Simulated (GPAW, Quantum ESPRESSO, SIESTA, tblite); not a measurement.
# GPAW on C(111) slab, H on the bottom face (176 atoms): settings against a plane-wave reference

Aim: run C(111) slab, H on the bottom face (176 atoms) in GPAW and see how near its forces come to a plane-wave reference, and at what cost.

Main program and level: GPAW 26.7.0; the method is named at each step.

### Step 1. The structure

The cell holds 176 atoms: 160 C and 16 H. Its edges and angles: a = 10.089 Å, b = 10.089 Å, c = 19.842 Å, α = 90.0°, β = 90.0°, γ = 120.0°. It derives from C (diamond-structure). Diamond-structure C (a = 3.567 Å), (111) slab of 10 atomic planes, 4 x 4 surface cells, H on the broken bonds of the bottom face, 10 Å of vacuum; displaced by a Gaussian of 0.02 Å. Then every atom was moved at random, 0.05 Å r.m.s. a Cartesian component (hydrogen 0.6 of that). Regions: slab, 160 atoms (160 C); hydrogen, 16 atoms (16 H). Vacuum lies along c.

The yardstick, on the same geometry:

- method: Kohn-Sham DFT, PBE, SSSP efficiency 1.3.0 pseudopotentials, plane waves (Quantum ESPRESSO 7.5); sssp-pbe-1.3.0-efficiency, cutoffs 60/480 Ry, Γ point
- r.m.s. force component: 2.267 eV/Å
- longest force: 8.715 eV/Å
- time: 24 min on 4 MPI ranks of Arm Neoverse N1, shared host
- CPU time: 1.6 h

### Step 2. PBE, LCAO dzp, h 0.2 Å

Method: Kohn-Sham DFT, PBE, PAW, atomic orbitals (dzp).

Contents of run.py:

```python
import numpy as np
from ase.io import read
from gpaw import GPAW, FermiDirac
from ase.parallel import parprint as print

atoms = read("structure.xyz")
atoms.calc = GPAW(
    mode="lcao",
    basis="dzp",
    h=0.2,
    xc="PBE",
    kpts={"size": (1, 1, 1), "gamma": True},
    occupations=FermiDirac(0.05),
    maxiter=200,
    symmetry={"point_group": False},
    txt="gpaw.txt",
)
energy = atoms.get_potential_energy(force_consistent=True)
forces = atoms.get_forces()
print(f"energy {energy:.6f} eV")
print("forces (eV/A)")
for i, (a, f) in enumerate(zip(atoms, forces)):
    print(f"{i:4d} {a.symbol:2s} {f[0]:10.5f} {f[1]:10.5f} {f[2]:10.5f}")
print(f"Fermi level {atoms.calc.get_fermi_level():.4f} eV")
for k in range(len(atoms.calc.get_ibz_k_points())):
    for s in range(atoms.calc.get_number_of_spins()):
        e = atoms.calc.get_eigenvalues(kpt=k, spin=s)
        n = np.searchsorted(e, atoms.calc.get_fermi_level())
        print(f"k {k} spin {s} levels about the Fermi level:", np.round(e[max(n - 6, 0):n], 4).tolist(), "|", np.round(e[n:n + 6], 4).tolist())
```

Contents of structure.xyz:

```xyz
176
Lattice="10.08900 0.00000 0.00000 -5.04450 8.73733 0.00000 0.00000 0.00000 19.84249" Properties=species:S:1:pos:R:3 pbc="T T T"
C -1.23277 8.01318 6.60755
C 2.52114 0.02079 6.04601
C -2.53088 7.28702 8.58942
C -1.16296 8.02576 8.14495
C 2.54505 0.01188 10.66514
C -2.54944 7.22918 10.18257
C -1.24024 7.99955 12.79424
C 2.54293 0.03740 12.39739
C -2.49309 7.29672 14.80647
C -1.19661 8.01536 14.43640
C -0.00762 5.81950 6.59664
C -1.30612 6.54863 6.04660
C -1.20044 5.06022 8.56025
C 0.00716 5.89892 8.13463
C -1.20205 6.55973 10.80483
C -1.31369 5.15031 10.25400
C 0.00777 5.78516 12.83571
C -1.27121 6.46370 12.28488
C -1.28433 5.09002 14.92473
C -0.01488 5.87769 14.27350
C 1.26334 8.00846 6.59902
C 0.03153 8.72274 6.06803
C 0.05887 7.29488 8.68387
C 1.26758 8.12257 8.16638
C 0.01090 8.71217 10.68597
C 0.03995 7.35718 10.10360
C 1.37775 8.04568 12.77539
C 0.02901 8.69548 12.22535
C -0.01246 7.29978 14.67332
C 1.14455 7.93900 14.30108
C 1.22289 3.63001 6.61549
C -0.00424 4.39068 6.07200
C -0.03677 3.03683 8.67712
C 1.27868 3.63298 8.16757
C 0.08808 4.40624 10.64986
C -0.10891 2.93950 10.17523
C 1.27888 3.59401 12.76606
C 0.12510 4.40711 12.30076
C 0.00721 2.90665 14.94536
C 1.17784 3.73390 14.27330
C 2.52845 5.84396 6.58156
C 1.28594 6.55702 6.11962
C 1.24160 5.10653 8.63505
C 2.53153 5.90434 8.22670
C 1.26486 6.52015 10.73062
C 1.33926 5.08486 10.27087
C 2.46086 5.81198 12.83591
C 1.28065 6.50188 12.26921
C 1.37896 5.07971 14.81857
C 2.52760 5.86205 14.36775
C 3.79397 8.01003 6.60318
C 2.54318 8.71051 6.08093
C 2.59121 7.30310 8.68982
C 3.74534 7.94276 8.13026
C 2.46706 8.73279 10.79134
C 2.46318 7.29890 10.17106
[... 116 atom lines left out ...]
H 6.27692 6.55780 4.98344
H 6.32288 2.20775 4.97550
H 7.55313 4.37705 4.99753
H 8.79549 2.18538 5.03920
```

Run with:

```bash
> OMP_NUM_THREADS=1 mpirun -np 4 gpaw python run.py > output.txt
```

The program printed:

```text
energy -1409.636845 eV
forces (eV/A)
   0 C    -0.34807    0.17176   -2.01992
   1 C     0.68760   -0.25391    5.04627
   2 C     3.59564   -0.74058    3.46327
   3 C    -3.15907   -0.41344   -0.58960
   4 C     0.16648   -1.76133    0.98664
   5 C     3.18907    3.09049    1.19400
   6 C     0.21419   -0.68152   -0.32253
   7 C     0.17667   -2.01369   -4.32960
   8 C    -0.17774    0.28756   -2.47472
   9 C    -3.56204    1.10520    2.65881
  10 C     0.40021    1.52037   -1.17183
  11 C     2.17157    0.45080    4.98254
  12 C    -2.38877    3.94851    3.60643
  13 C     0.98444   -3.38906   -0.03013
  14 C    -2.33642    0.51770   -4.71199
  15 C     7.57238   -0.01851   -3.68401
  16 C     1.31067    1.02215   -3.33395
  17 C     3.06019    3.75622    0.11045
  18 C     1.63358    0.59002   -3.26263
  19 C    -0.26526   -2.21486    6.87858
  20 C     0.73748    0.44740   -0.73360
  21 C    -0.86947    0.99867    3.50879
  22 C    -0.99870    1.24328   -3.08297
  23 C     1.71463   -8.03074   -2.73652
[...]
168 H     0.15621   -0.07011   -1.39221
 169 H    -0.02035   -0.08964   -1.99620
 170 H     0.03915    0.18436   -1.39978
 171 H     0.23025    0.07438   -1.17655
 172 H    -0.03578   -0.16410   -0.30596
 173 H     0.08468    0.00863    0.04136
 174 H    -0.03775    0.04630    0.62391
 175 H     0.06312   -0.07843   -2.78908
Fermi level 4.9487 eV
k 0 spin 0 levels about the Fermi level: [4.7713, 4.7985, 4.8176, 4.8448, 4.8975, 4.9292] | [4.9525, 5.0114, 5.0289, 5.1165, 5.1345, 5.228]
```

gpaw.txt:

```text
Input parameters:
  mode=LCAO(),
  basis={'default': 'dzp'},
  h=0.2,
  kpts=MonkhorstPack(size=(1, 1, 1), gamma=True),
  maxiter=200,
  occupations=Occupations(name='fermi-dirac', width=0.05, fixmagmom=False),
  symmetry=Symmetry(point_group=False),
  xc=XC(name='PBE')
Unit cell  # Å
| periodic |         x |        y |         z |   lengths |     angles |
|----------|-----------|----------|-----------|-----------|------------|
|      yes | 10.089000 | 0.000000 |  0.000000 | 10.089000 |  90.000000 |
|      yes | -5.044500 | 8.737330 |  0.000000 | 10.089000 |  90.000000 |
|      yes |  0.000000 | 0.000000 | 19.842490 | 19.842490 | 120.000001 |
Number of symmetries: 1
Symmetry operations  # r_c * U_cc + t_c -> r_c
|   | kind |            matrix            |
|---|------|------------------------------|
| 0 |  E   |  1, 0, 0,  0, 1, 0,  0, 0, 1 |
BZ-sampling:
  Number of BZ points: 1
  Number of IBZ points: 1
  Monkhorst-Pack size: [1, 1, 1]
  Monkhorst-Pack shift: [0, 0, 0]
[... lines left out ...]
      Number of RI-basis functions 0
Reference energy: -164620.341072  # eV
eigensolver:
density mixing:
  MSR1-Mixer
occupation numbers:
  Fermi-Dirac:
    width: 0.0500  # eV
FastPoissonSolver using
    Stencil: 8*3+1=25 point O(h^6) finite-difference Laplacian
xc functional:
  name: PBE with 2 nearest neighbor stencil
interpolation: tri-quintic # 5. degree polynomial
Initialization done in: 12.244 s
convergence criteria:
- Maximum [total energy] change in last 3 cyles: 0.0005 eV / valence electron
- Maximum integral of absolute [dens]ity change: 0.0001 electrons / valence electron
- Maximum integral of absolute [eigenst]ate change: 4e-08 eV^2 / valence electron
maximum number of iterations: 200
SCF iterations
|iter     |      energy | eigst |  dens |
|---------|-------------|-------|-------|
|iter:   1|-1430.794962 |      c|       |
|iter:   2|-1426.998618 |      c| -0.89 |
|iter:   3|-1489.623922 |      c| -0.92 |
|iter:   4|-1458.213753 |      c| -1.01 |
[...]
|iter:  18|-1409.543995 |      c| -2.12 |
|iter:  19|-1409.469576 |      c| -2.38 |
|iter:  20|-1409.490749c|      c| -2.54 |
|iter:  21|-1409.434355c|      c| -2.42 |
|iter:  22|-1409.446325c|      c| -2.81 |
[...]
|iter:  30|-1409.427903c|      c| -3.79 |
|iter:  31|-1409.427885c|      c| -3.73 |
|iter:  32|-1409.427821c|      c| -4.06c|
Converged in 32 steps
SCF loop duration: 761.423 s (23.794 s/step)
Energy contributions relative to reference atoms: (reference = -164620.341072)
Energy contributions:
  Kinetic:        1252.748472
  Coulomb:       -1172.255940
  Zero:             29.770253
  External:          0.000000
  Xc:            -1519.481582
  Entropy:          -0.418048
  Spinorbit:         0.000000
  ----------------------------
  Free energy:   -1409.636845
  Extrapolated:  -1409.427821
dipole moment: (-86.735375, 32.776324, -3.807859)  # |e|*Ang
Fermi level: 4.949
Eigenvalues  # (at kpt = [0.000, 0.000, 0.000])
| band index |      eig [eV] | occ [0-2] |
|------------|---------------|-----------|
|          0 |       -17.473 |     2.000 |
|        ... |               |           |
|        320 |         4.609 |     1.998 |
|        321 |         4.706 |     1.984 |
[...]
|        335 |         5.467 |     0.000 |
|        ... |               |           |
|        397 |        11.527 |     0.000 |
Gap: 0.023 eV
Transition (v -> c):
  (s=0, k=0, n=327, [0.00, 0.00, 0.00]) -> (s=0, k=0, n=328, [0.00, 0.00, 0.00])
No difference between direct/indirect transitions
Force computation time: 49.258  # s
```

Elapsed: 14 min, on 4 MPI ranks of Arm Neoverse N1, shared host; peak memory 4.1 GiB; 55 min of CPU time.

Banners, paths, timers and routine set-up lines are dropped from the logs unmarked, and long logs keep their key lines alone; longer cuts are marked.

Against the reference:

- r.m.s. force component: 2.372 eV/Å
- r.m.s. difference of force components: 169.8 meV/Å
- longest difference of force vectors: 655.9 meV/Å
- force difference over r.m.s. force: 7.49 %
- slope of forces against the reference's: 1.044
- correlation of force components: 0.9983

Length of the force difference by element (eV/Å):

| element | atoms | mean | most |
| --- | --- | --- | --- |
| C | 160 | 0.23 | 0.52 |
| H | 16 | 0.50 | 0.66 |

A closer look about C10, picked at random: 14 atoms, nearest first, numbered in the order of the input, with positions taken from that point.

| atom | x | y | z | distance (Å) | bonds | Fx | Fy | Fz (eV/Å) |
| --- | --- | --- | --- | --- | --- | --- | --- | --- |
| C10 | 0.00 | 0.00 | 0.00 | 0.00 | 4 | -3.56 | 1.11 | 2.66 |
| C29 | 1.18 | -0.72 | 0.24 | 1.40 | 3 | -0.14 | -2.71 | -0.79 |
| C109 | -0.04 | 1.49 | 0.32 | 1.52 | 3 | -1.39 | -1.04 | -1.78 |
| C9 | -1.30 | -0.72 | 0.37 | 1.53 | 3 | -0.18 | 0.29 | -2.47 |
| C7 | -0.04 | -0.02 | -1.64 | 1.64 | 4 | 0.21 | -0.68 | -0.32 |
| C30 | 2.34 | -0.08 | -0.14 | 2.35 | 4 | 6.00 | 4.51 | 3.25 |
| C20 | 1.18 | -2.14 | -0.16 | 2.45 | 4 | -0.27 | -2.21 | 6.88 |
| C110 | 1.15 | 2.17 | -0.14 | 2.46 | 4 | 1.20 | 1.55 | 3.38 |
| C130 | -1.30 | -2.16 | -0.12 | 2.53 | 4 | 0.25 | -1.04 | 2.02 |
| C8 | -1.30 | 0.76 | -2.04 | 2.54 | 4 | 0.18 | -2.01 | -4.33 |
| C70 | -1.34 | 2.19 | -0.09 | 2.57 | 4 | -0.12 | -0.27 | 4.11 |
| C100 | -2.57 | 0.08 | -0.08 | 2.57 | 4 | -0.60 | -4.62 | 3.58 |
| C28 | 1.23 | 0.68 | -2.21 | 2.62 | 4 | -0.95 | 1.10 | 1.01 |
| C18 | -0.07 | -1.55 | -2.15 | 2.65 | 4 | 3.06 | 3.76 | 0.11 |

Atoms are counted from 1 here, from 0 in the log.

Forces lie 7.5 % from the reference's, at 0.57 times its CPU time.

### Step 3. PBE, LCAO sz(dzp), h 0.2 Å

Method: Kohn-Sham DFT, PBE, PAW, atomic orbitals (sz(dzp)).

run.py: that of step 2 with these lines changed.

```diff
@@ -3,3 +3,2 @@
 from gpaw import GPAW, FermiDirac
-from ase.parallel import parprint as print
 
@@ -8,3 +7,3 @@
     mode="lcao",
-    basis="dzp",
+    basis="sz(dzp)",
     h=0.2,
```

structure.xyz is that of step 2.

Run with:

```bash
> OMP_NUM_THREADS=1 python run.py > output.txt
```

The program printed:

```text
energy -1277.606943 eV
forces (eV/A)
   0 C    -0.56023    0.16134   -1.80535
   1 C     0.97975   -0.33518    7.36268
   2 C     4.79890   -0.52635    4.05753
   3 C    -3.68979   -0.72545   -0.45234
   4 C     0.61786   -2.03701    1.91206
   5 C     4.26454    3.41988    0.96370
   6 C     0.15338   -1.17714   -0.41154
   7 C     0.22009   -2.50982   -5.71900
   8 C    -0.52916    0.50146   -1.22572
   9 C    -4.12322    1.73125    1.61581
  10 C     0.34058    1.86884   -0.92353
  11 C     2.30688    0.46802    7.29166
[...]
171 H     0.19362    0.03439   -3.57352
 172 H    -0.00184   -0.12885   -2.54115
 173 H     0.03844    0.02726   -2.04908
 174 H    -0.05640    0.06397   -1.19563
 175 H    -0.11972   -0.15165   -5.62643
Fermi level 4.2236 eV
k 0 spin 0 levels about the Fermi level: [4.0596, 4.0906, 4.1156, 4.1343, 4.1826, 4.2118] | [4.237, 4.2536, 4.2954, 4.3616, 4.3698, 4.4406]
```

gpaw.txt:

```text
Input parameters:
  mode=LCAO(),
  basis={'default': 'sz(dzp)'},
  h=0.2,
  kpts=MonkhorstPack(size=(1, 1, 1), gamma=True),
  maxiter=200,
  occupations=Occupations(name='fermi-dirac', width=0.05, fixmagmom=False),
  symmetry=Symmetry(point_group=False),
  xc=XC(name='PBE')
[... lines left out ...]
  Fermi-Dirac:
[... lines left out ...]
convergence criteria:
- Maximum [total energy] change in last 3 cyles: 0.0005 eV / valence electron
[... lines left out ...]
Converged in 30 steps
[... lines left out ...]
  Free energy:   -1277.606943
[... lines left out ...]
Fermi level: 4.224
[... lines left out ...]
|          0 |       -18.804 |     2.000 |
|        ... |               |           |
|        320 |         3.914 |     1.996 |
|        321 |         3.978 |     1.986 |
[...]
|        335 |         4.586 |     0.001 |
|        ... |               |           |
|        397 |        11.913 |     0.000 |
Gap: 0.025 eV
Transition (v -> c):
  (s=0, k=0, n=327, [0.00, 0.00, 0.00]) -> (s=0, k=0, n=328, [0.00, 0.00, 0.00])
No difference between direct/indirect transitions
Force computation time: 18.562  # s
timing:  # [seconds]
  Total:  294.561  # ━━━━━━━━━━━━━━━━━━━━━━━━━━━━━━━━━━━━━━━━━━━━━━━━━━━━━━━━
  Init:    18.376  # ━━━╸
  SCF:    257.553  # ━━━━━━━━━━━━━━━━━━━━━━━━━━━━━━━━━━━━━━━━━━━━━━━━━
  Forces:  18.562  # ━━━╸
```

Run time: 4.9 min. Hardware: 1 thread; peak memory 0.96 GiB.

Compared with the plane-wave run:

```yaml
r_m_s_force_component: 2.909 eV/Å
r_m_s_difference_of_force_components: 988.4 meV/Å
longest_difference_of_force_vectors: 3742 meV/Å
force_difference_over_r_m_s_force: 43.6 %
slope_of_forces_against_the_reference_s: 1.228
correlation_of_force_components: 0.9572
```

This is a coarse setting, run to see what it loses.

Against the first run (7.5 %), the force difference from the reference is 44 %, at 0.090 times the CPU time (on 1 against 4 cores), with 656 basis functions against 2160: the smaller basis costs accuracy.

### Step 4. PBE, LCAO dzp, h 0.22 Å

Method: Kohn-Sham DFT, PBE, PAW, atomic orbitals (dzp).

run.py: that of step 3 with these lines changed.

```diff
@@ -3,2 +3,3 @@
 from gpaw import GPAW, FermiDirac
+from ase.parallel import parprint as print
 
@@ -7,4 +8,4 @@
     mode="lcao",
-    basis="sz(dzp)",
-    h=0.2,
+    basis="dzp",
+    h=0.22,
     xc="PBE",
```

structure.xyz is that of step 3.

Run with:

```bash
> OMP_NUM_THREADS=1 mpirun -np 4 gpaw python run.py > output.txt
```

The program printed:

```text
energy -1396.530327 eV
forces (eV/A)
   0 C    -0.31679    0.15279   -2.01454
   1 C     0.70263   -0.30135    5.04551
   2 C     3.55568   -0.71964    3.41315
   3 C    -3.15052   -0.40904   -0.54925
   4 C     0.15726   -1.75613    0.98880
   5 C     3.16182    3.10290    1.22599
[...]
173 H     0.11617    0.05126    0.05925
 174 H    -0.07755    0.07024    0.61660
 175 H     0.01166   -0.07618   -2.81042
Fermi level 4.9516 eV
k 0 spin 0 levels about the Fermi level: [4.7739, 4.8015, 4.8215, 4.8477, 4.9001, 4.9319] | [4.9553, 5.0144, 5.0319, 5.1205, 5.1378, 5.2311]
```

gpaw.txt:

```text
Input parameters:
  mode=LCAO(),
  basis={'default': 'dzp'},
  h=0.22,
  kpts=MonkhorstPack(size=(1, 1, 1), gamma=True),
  maxiter=200,
  occupations=Occupations(name='fermi-dirac', width=0.05, fixmagmom=False),
[... lines left out ...]
  Fermi-Dirac:
[... lines left out ...]
convergence criteria:
- Maximum [total energy] change in last 3 cyles: 0.0005 eV / valence electron
[... lines left out ...]
Converged in 33 steps
[... lines left out ...]
  Free energy:   -1396.530327
[... lines left out ...]
Fermi level: 4.952
[... lines left out ...]
|        ... |               |           |
|        320 |         4.612 |     1.998 |
|        321 |         4.709 |     1.984 |
[...]
|        335 |         5.472 |     0.000 |
|        ... |               |           |
|        397 |        11.532 |     0.000 |
Gap: 0.023 eV
Transition (v -> c):
  (s=0, k=0, n=327, [0.00, 0.00, 0.00]) -> (s=0, k=0, n=328, [0.00, 0.00, 0.00])
No difference between direct/indirect transitions
Force computation time: 41.512  # s
```

It took 13 min on 4 MPI ranks; peak memory 3.8 GiB.

Compared with the plane-wave run:

| Item | Value |
| --- | --- |
| r.m.s. force component | 2.373 eV/Å |
| r.m.s. difference of force components | 172.5 meV/Å |
| longest difference of force vectors | 674.2 meV/Å |
| force difference over r.m.s. force | 7.608 % |
| slope of forces against the reference's | 1.045 |
| correlation of force components | 0.9983 |
| energy less the same-level run's | 74.47 meV/atom |
| r.m.s. force difference from the same-level run | 25.74 meV/Å |

This is a coarse setting, run to see what it loses.

Against the first run (7.5 %), the force difference from the reference is 7.6 %, at 0.91 times the CPU time: the change moves forces by 26 meV/Å r.m.s., so most of the difference comes from elsewhere.

### Step 5. PBE, LCAO dzp, h 0.2 Å, other mixer settings

Method: Kohn-Sham DFT, PBE, PAW, atomic orbitals (dzp).

run.py: that of step 4 with these lines changed.

```diff
@@ -2,3 +2,3 @@
 from ase.io import read
-from gpaw import GPAW, FermiDirac
+from gpaw import GPAW, FermiDirac, Mixer
 from ase.parallel import parprint as print
@@ -9,3 +9,3 @@
     basis="dzp",
-    h=0.22,
+    h=0.2,
     xc="PBE",
@@ -13,2 +13,3 @@
     occupations=FermiDirac(0.05),
+    mixer=Mixer(0.03, 7, 100),
     maxiter=200,
```

structure.xyz is that of step 4.

The program printed:

```text
energy -1409.636814 eV
forces (eV/A)
   0 C    -0.34828    0.17182   -2.02043
   1 C     0.68787   -0.25414    5.04536
   2 C     3.59658   -0.74092    3.46463
   3 C    -3.16015   -0.41363   -0.58935
   4 C     0.16652   -1.76341    0.98711
   5 C     3.19068    3.09237    1.19528
   6 C     0.21836   -0.68169   -0.32605
   7 C     0.17992   -2.01396   -4.33372
   8 C    -0.17654    0.29365   -2.52044
   9 C    -3.56034    1.11089    2.66446
  10 C     0.40035    1.52085   -1.17226
  11 C     2.17246    0.45101    4.98117
[...]
171 H     0.23027    0.07435   -1.17863
 172 H    -0.03570   -0.16412   -0.30790
 173 H     0.08462    0.00875    0.03917
 174 H    -0.03796    0.04633    0.62187
 175 H     0.06275   -0.07841   -2.79094
Fermi level 4.9484 eV
k 0 spin 0 levels about the Fermi level: [4.7709, 4.7981, 4.8177, 4.8444, 4.8972, 4.9287] | [4.9521, 5.0112, 5.0287, 5.1165, 5.1344, 5.2276]
```

gpaw.txt:

```text
Input parameters:
  mode=LCAO(),
  basis={'default': 'dzp'},
  h=0.2,
  kpts=MonkhorstPack(size=(1, 1, 1), gamma=True),
  maxiter=200,
  mixer=Pulay(name='pulay', nmaxold=7, beta=0.03, weight=100, sigma=0.015, g_ss=None),
  occupations=Occupations(name='fermi-dirac', width=0.05, fixmagmom=False),
[... lines left out ...]
  Fermi-Dirac:
[... lines left out ...]
convergence criteria:
- Maximum [total energy] change in last 3 cyles: 0.0005 eV / valence electron
[... lines left out ...]
Converged in 35 steps
[... lines left out ...]
  Free energy:   -1409.636814
[... lines left out ...]
dipole moment: (-86.737208, 32.777544, -3.805702)  # |e|*Ang
Fermi level: 4.948
Eigenvalues  # (at kpt = [0.000, 0.000, 0.000])
| band index |      eig [eV] | occ [0-2] |
|------------|---------------|-----------|
|          0 |       -17.473 |     2.000 |
|        ... |               |           |
|        320 |         4.609 |     1.998 |
|        321 |         4.706 |     1.984 |
[...]
|        335 |         5.467 |     0.000 |
|        ... |               |           |
|        397 |        11.527 |     0.000 |
Gap: 0.023 eV
Transition (v -> c):
  (s=0, k=0, n=327, [0.00, 0.00, 0.00]) -> (s=0, k=0, n=328, [0.00, 0.00, 0.00])
No difference between direct/indirect transitions
Force computation time: 49.944  # s
```

Elapsed: 15 min, on 4 MPI ranks; peak memory 4 GiB.

Compared with the plane-wave run:

| Item | Value |
| --- | --- |
| r.m.s. force component | 2.372 eV/Å |
| r.m.s. difference of force components | 170.2 meV/Å |
| longest difference of force vectors | 657.7 meV/Å |
| force difference over r.m.s. force | 7.506 % |
| slope of forces against the reference's | 1.045 |
| correlation of force components | 0.9983 |
| energy less the same-level run's | 0.0002 meV/atom |
| r.m.s. force difference from the same-level run | 8.327 meV/Å |

Against the first run (7.5 %), the force difference from the reference is 7.5 %, at 1.1 times the CPU time: another solver or mixer reaches the same state.

(Part 1 of 2 ends here.)

[Also dropped from logs without a mark: logging warnings of Python, and SIESTA's first energy breakdown and zero terms.]

[Logs are printed without paths, hosts, clocks, repeated set-up lines and the standing remarks that a program may print on its own settings, such as how far it seeks lower states.]

[Hosts, paths, dates, database ids (printed as entryN), source tags and the programs' standing remarks are cut or masked in the printed files.]
